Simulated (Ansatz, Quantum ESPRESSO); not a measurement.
# Are band offsets transitive? CdS, InP and MgSe

**Set-up.** Quantum ESPRESSO 7.5, LDA with GBRV files. Each pair is a 5 + 5 layer (110) superlattice with atoms on ideal cubic sites at the pair's mean lattice constant; bulk valence tops are placed on the mean potential of each half. An offset X/Y is the valence top of Y less that of X.

| interface | a (Å) | valence offset (eV) |
| --- | --- | --- |
| CdS/InP | 5.831 | +0.847 |
| InP/MgSe | 5.855 | −1.724 |

**Question.** What is the offset CdS/MgSe, computed at a = 5.846 Å?

**Worked estimate.** If offsets were properties of the bulk crystals alone, they would add: +0.847 + (−1.724) = −0.877 eV.

**Check.** −0.711 eV; the sum misses by −0.166 eV. The rule fails by more than 0.15 eV here. The three lattice constants differ by up to 0.4 %, so strain shifts of the valence tops enter the miss along with interface dipoles.

**Limits.** No interface relaxation, no spin-orbit coupling, thickness untested.
